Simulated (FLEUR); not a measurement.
# MnS (Browneite): exchange couplings by hand from total energies

Aim: get Heisenberg couplings of MnS (Browneite) from the energies of collinear orders, with pencil and paper, and test them on an order left out of the fit.

Main program and level: FLEUR MaX-R8.1; PBEsol; all-electron FLAPW, Dirac cores, scalar-relativistic bands.

## Step 1: The starting structure

Symmetry: F-43m, No. 216, cubic system. The conventional cell has a = 5.600 Å, b = 5.600 Å, c = 5.600 Å, α = 90.00°, β = 90.00°, γ = 90.00°. Nearest to Mn lie 4 S at 2.42 Å. Nearest to S lie 4 Mn at 2.42 Å. Farther neighbours and most contacts between anions are not listed.

## Step 2: The parallel order

All energies count from this run.

inpgen writes inp.xml from crystal.txt; cutoffs, mixing, functional, smearing and local orbitals are then set in the file. The k list default-1 (kpts.xml, not shown) is a Γ-centred 6×6×6 mesh; where the ranks do not divide the number of points, some are split in two of half the weight.

inp.xml

```
<?xml version="1.0" encoding="UTF-8" standalone="no"?>
<fleurInput fleurInputVersion="0.39">
   <comment>
      MnS
   </comment>
   <calculationSetup>
      <cutoffs Kmax="4.26" Gmax="12.8" GmaxXC="12.8" numbands="0"/>
      <scfLoop itmax="130" minDistance="0.00002" maxIterBroyd="15" imix="Anderson" alpha="0.05" precondParam="0.0" spinf="2.0" sdNocoIR="T"/>
      <coreElectrons ctail="T" frcor="F" kcrel="0" coretail_lmax="0"/>
      <xcFunctional name="PBEs" relativisticCorrections="F"/>
      <magnetism jspins="2"/>
      <soc l_soc="F" theta="0.0" phi="0.0" spav="F"/>
      <expertModes spex="0" secvar="F"/>
      <geometryOptimization l_f="F" forcealpha="1.0" forcemix="BFGS" epsdisp="0.00001" epsforce="0.00001"/>
      <ldaU l_linMix="F" mixParam="0.05" spinf="1.0"/>
   </calculationSetup>
   <cell>
      <bzIntegration valenceElectrons="21.0" mode="hist" fermiSmearingEnergy="0.00293995">
         <kPointListSelection listName="default-1"/>
         <xi:include xmlns:xi="http://www.w3.org/2001/XInclude" href="kpts.xml"> </xi:include>
      </bzIntegration>
      <xi:include xmlns:xi="http://www.w3.org/2001/XInclude" href="sym.xml"> </xi:include>
      <bulkLattice scale="1.0">
         <bravaisMatrix>
            <row-1>    0.0000000000000000     5.2912331488799991     5.2912331488799991</row-1>
            <row-2>    5.2912331488799991     0.0000000000000000     5.2912331488799991</row-2>
            <row-3>    5.2912331488799991     5.2912331488799991     0.0000000000000000</row-3>
         </bravaisMatrix>
      </bulkLattice>
   </cell>
   <atomSpecies>
      <species name="Manganese 4.500" element="Mn" atomicNumber="25">
         <mtSphere radius="2.7" gridPoints="893" logIncrement="0.014"/>
         <atomicCutoffs lmax="10" lnonsphr="8"/>
         <electronConfig flipSpins="F">
            <coreConfig>(1s1/2) (2s1/2) (2p1/2) (2p3/2)</coreConfig>
            <valenceConfig>(3s1/2) (3p1/2) (3p3/2) (4s1/2) (3d3/2) (3d5/2)</valenceConfig>
            <stateOccupation state="(3d3/2)" spinUp="1.75" spinDown="0.25"/>
            <stateOccupation state="(3d5/2)" spinUp="3.0" spinDown="0.0"/>
         </electronConfig>
         <energyParameters s="4" p="4" d="3" f="4"/>
         <lo type="SCLO" l="0" n="3" eDeriv="0"/>
         <lo type="SCLO" l="1" n="3" eDeriv="0"/>
      </species>
      <species name="Sulfur (S)" element="S" atomicNumber="16">
         <mtSphere radius="1.76" gridPoints="583" logIncrement="0.02"/>
         <atomicCutoffs lmax="6" lnonsphr="4"/>
         <electronConfig flipSpins="F">
            <coreConfig>(1s1/2) (2s1/2) (2p1/2) (2p3/2)</coreConfig>
            <valenceConfig>(3s1/2) (3p1/2) (3p3/2)</valenceConfig>
            <stateOccupation state="(3p1/2)" spinUp="0.666667" spinDown="0.666667"/>
            <stateOccupation state="(3p3/2)" spinUp="1.333333" spinDown="1.333333"/>
         </electronConfig>
         <energyParameters s="3" p="3" d="3" f="4"/>
      </species>
   </atomSpecies>
   <atomGroups>
      <atomGroup species="Manganese 4.500">
         <relPos label="                   1">.0000000000 .0000000000 .0000000000</relPos>
         <force calculate="T" relaxXYZ="TTT"/>
      </atomGroup>
      <atomGroup species="Sulfur (S)">
         <relPos label="                   2">1.000/4.000 1.000/4.000 1.000/4.000</relPos>
         <force calculate="T" relaxXYZ="TTT"/>
      </atomGroup>
   </atomGroups>
   <output dos="F" band="F" slice="F">
      <bandDOS minEnergy="-.5*Htr" maxEnergy="0.5*Htr" sigma="0.015" storeEVData="T"/>
      <plotting iplot="0" polar="F">
         <plot TwoD="T" vec1="  1.0  0.0  0.0" vec2="  0.0  1.0  0.0" vec3="  0.0  0.0  1.0" zero="  0.0  0.0  0.0" file="plot"/>
      </plotting>
      <moessbauerParams electricFieldGradient="F" isomerShift="F" coreHyperfine="F" valenceHyperfine="F"/>
   </output>
</fleurInput>
```

crystal.txt

```
MnS
&input film=F cartesian=F /
0.00000000000  2.80000000000  2.80000000000
2.80000000000  0.00000000000  2.80000000000
2.80000000000  2.80000000000  0.00000000000
1.8897261246
1.0 1.0 1.0

2
25 0.00000000000  0.00000000000  0.00000000000 : 4.500
16 0.25000000000  0.25000000000  0.25000000000

&kpt div1=6 div2=6 div3=6 gamma=T /
```

Command:

```
> OMP_NUM_THREADS=1 inpgen -f crystal.txt > inpgen.log  # inp.xml is then edited as shown
> OMP_NUM_THREADS=1 mpirun -n 4 fleur_MPI > fleur.log
```

Log:

```text
Welcome to FLEUR        (www.flapw.de)
      MaX-Release 8.1          (www.max-centre.eu)

 ========== k-point set info ==========
 Selected k-point list: default-1
 k-point list type: mesh
 6 x 6 x 6
 Number of k points: 16

 [... set-up left out ...]
 Iteration:     1   Distance:       8.81417155 me/bohr^3
 Iteration:     2   Distance:       8.07945777 me/bohr^3
 Iteration:     3   Distance:       4.76512739 me/bohr^3
 Iteration:     4   Distance:       3.98703582 me/bohr^3
 Iteration:     5   Distance:       2.07571433 me/bohr^3
[...]
<sumOfEigenvalues value="     -898.7332347740">
               <coreElectrons value="-883.7456688850"/>
               <valenceElectrons value="-14.9875658891"/>
            </sumOfEigenvalues>
         [... left out ...]
            <freeEnergy value="-1556.1433980404"/>
            <extrapolationTo0K value="-1556.1430161368"/>
         </totalEnergy>
         <densityConvergence units="me/bohr^3">
            <chargeDensity spin="1" distance="0.0000035537"/>
            <chargeDensity spin="2" distance="0.0000063036"/>
            <overallChargeDensity distance="0.0000059996"/>
            <spinDensity distance="0.0000082905"/>
         </densityConvergence>
      </iteration>
```

Run time: 50 s. Hardware: 4 MPI ranks of Intel Xeon at 2.50GHz (Skylake/Cascade Lake), shared host; peak memory 0.27 GiB.

Spin moment in the muffin-tin sphere by atom:

| atom | spin moment in the muffin-tin sphere (μB) |
| --- | --- |
| Mn1 | 4.46 |
| S2 | 0.08 |

Numbers from this step:

```yaml
free_energy: -42344.8191 eV
program_s_band_gap_on_this_mesh_in_a_metal_only_a_level_spacing: 0 eV
magnetization: 4.831 μB
final_state: ferromagnetic
```

After 20 cycles the largest moment stands at 4.46 μB.

## Step 3: The orders used for the fit

The other orders were run with the same settings, on meshes that hold the same points. Free energies are divided by the number of Mn atoms; q is in fractions of the reciprocal vectors of the first run's cell.

| order | atoms | mesh | free energy (eV) | eV per Mn | largest moment (μB) |
| --- | --- | --- | --- | --- | --- |
| F + | 2 | 6×6×6 | -42344.8191 | -42344.8191 | 4.46 |
| AF q=(0,1/2,1/2) +- | 4 | 6×3×6 | -84690.2109 | -42345.1054 | 4.24 |

## Step 4: Counting neighbours

With E = −Σ J e_i·e_j over ordered pairs of unit vectors, turning a neighbour from parallel to opposed costs 2J a Mn atom. So an order lies 2 Σ n J over the parallel one, n being the opposed neighbours in each shell.

| shell | distance (Å) | neighbours | opposed in AF q=(0,1/2,1/2) +- | opposed in AF q=(0,0,1/2) +- |
| --- | --- | --- | --- | --- |
| J1 | 3.96 | 12 | 8 | 6 |
| J2 | 5.60 | 6 | 0 | 6 |

Only J1 is kept.

## Step 5: Solving

```
2 × 8 × J1 = -286.4 meV    (AF q=(0,1/2,1/2) +-)
J1 = -17.90 meV
```

## Step 6: The test

The couplings now give the orders that were left out:

```
2 × 6 × (-17.90) = -214.8 meV    (AF q=(0,0,1/2) +-)
```

The runs themselves:

| order | atoms | mesh | free energy (eV) | eV per Mn | largest moment (μB) | over the parallel order (meV) | foretold (meV) |
| --- | --- | --- | --- | --- | --- | --- | --- |
| AF q=(0,0,1/2) +- | 4 | 6×6×3 | -84690.0792 | -42345.0396 | 4.30 | -220.6 | -214.8 |

## Step 7: Results

| Property | Result |
| --- | --- |
| effective coupling of the reversed pairs, counted on J1 (Mn–Mn at 3.96 Å) | -17.9 meV |
| largest miss on the orders left out | 5.8 meV |

What this shows: The model misses the order left out by 5.8 meV, 2.0 % of the largest distance from the parallel order, so it holds on this test. The largest moments of the orders differ by 4.8 % of the greatest. One difference fixes one number: it sums all reversed shells and need not be the coupling of the nearest one, even in sign.

[Logs and program files are shortened in this print: banners, set-up blocks, solver, clock and traceback lines can be left out without a mark of their own.]

[Logs are printed without paths, hosts, clocks, repeated set-up lines and the standing remarks that a program may print on its own settings, such as how far it seeks lower states.]

[Hosts, paths, dates, database ids (printed as entryN), source tags and the programs' standing remarks are cut or masked in the printed files.]

[Where a cell is said to come from a database of computed structures, the database is the Materials Project.]
